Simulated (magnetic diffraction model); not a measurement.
# Magnetic neutron pattern of K3NdAs2

Space group P-3m1 (no. 164), a = 5.6580 Å, c = 9.2260 Å.

| site | atom | x | y | z |
| --- | --- | --- | --- | --- |
| 1a | Nd | 0 | 0 | 0 |
| 2d | As | 1/3 | 2/3 | 0.2497 |
| 1b | K | 0 | 0 | 1/2 |
| 2d | K | 1/3 | 2/3 | 0.6549 |

This is a made-up structure (elements placed in a structure type, unrelaxed), so the numbers test the method and describe no known phase.

Only Nd is taken to order (form factors of Nd3+); orders and moment sizes are assumed, and not adapted to the symmetry. Radiation: neutrons of λ = 2.41 Å, 3° to 70°; isotropic B of 0.5 Å² (Nd), 0.56 Å² (As) and 0.55 Å² (K). Simulated constant-wavelength pattern: nuclear and magnetic terms add, the magnetic one as |2.695 fm × Σ f S⊥ exp(2πi Q·r) exp(−B s²)|², summed over all Q at one angle with the factor 1/(sin²θ cos θ). For collinear order S is the moment m, which repeats by lattice and centring translations R with the sign exp(−2πi k·R). Free-ion form factors, Sears's scattering lengths of 1992, no absorption; a label names one of the reflections at its angle. The strongest nuclear line in the range is 100, and lines under 0.2 are left out.

Assume the order k = (1/2 1/2 1/2), collinear moments along [120], 1.53 μB on Nd.

Q: Where does magnetic intensity appear, and how strong is it?

```tsv
2θ (°)	index	nuclear	magnetic
16.01	(1/2 -1/2 1/2)	0.0	7.0
25.74	(1/2 1/2 1/2)	0.0	1.1
26.75	(1/2 -1/2 3/2)	0.0	2.9
28.47	(1 0 0)	0.3	0.0
30.29	(0 0 2)	1.5	0.0
32.34	(0 1 1)	29.8	0.0
33.64	(1/2 1/2 3/2)	0.0	1.2
38.76	(3/2 -1/2 1/2)	0.0	1.6
40.84	(1/2 -1/2 5/2)	0.0	1.3
42.05	(1 0 2)	100.0	0.0
44.00	(3/2 -3/2 1/2)	0.0	0.9
44.64	(3/2 -1/2 3/2)	0.0	1.5
45.89	(1/2 1/2 5/2)	0.0	0.8
46.14	(0 0 3)	4.3	0.0
49.38	(3/2 -3/2 3/2)	0.0	0.7
50.42	(1 1 0)	90.2	0.0
53.25	(3/2 1/2 1/2)	0.0	0.5
54.89	(3/2 -1/2 5/2)	0.0	1.1
55.11	(1 0 3)	25.0	0.0
56.51	(1/2 -1/2 7/2)	0.0	0.7
57.98	(3/2 1/2 3/2)	0.0	0.5
59.03	(3/2 -3/2 5/2)	0.0	0.5
59.96	(1 1 2)	2.7	0.0
60.57	(1/2 1/2 7/2)	0.0	0.5
61.18	(2 0 1)	9.6	0.0
62.99	(0 0 4)	7.5	0.0
65.36	(5/2 -3/2 1/2)	0.0	0.7
66.82	(3/2 1/2 5/2)	0.0	0.5
67.68	(2 0 2)	45.1	0.0
68.26	(3/2 -1/2 7/2)	0.0	0.8
69.12	(5/2 -1/2 1/2)	0.0	0.4
69.59	(5/2 -3/2 3/2)	0.0	0.7
```

The strongest magnetic line in the range is (1/2 -1/2 1/2) at 16.01° (7.0). On top of the Lorentz factor, which all lines share, magnetic lines fade with angle because f falls: for Nd3+ it is 0.98, 0.90, 0.79 and 0.54 at sin θ/λ = 0.1, 0.2, 0.3 and 0.5 Å⁻¹, while nuclear lengths stay constant. The order has no net moment.

[Logs are printed without paths, hosts, clocks, repeated set-up lines and the standing remarks that a program may print on its own settings, such as how far it seeks lower states.]
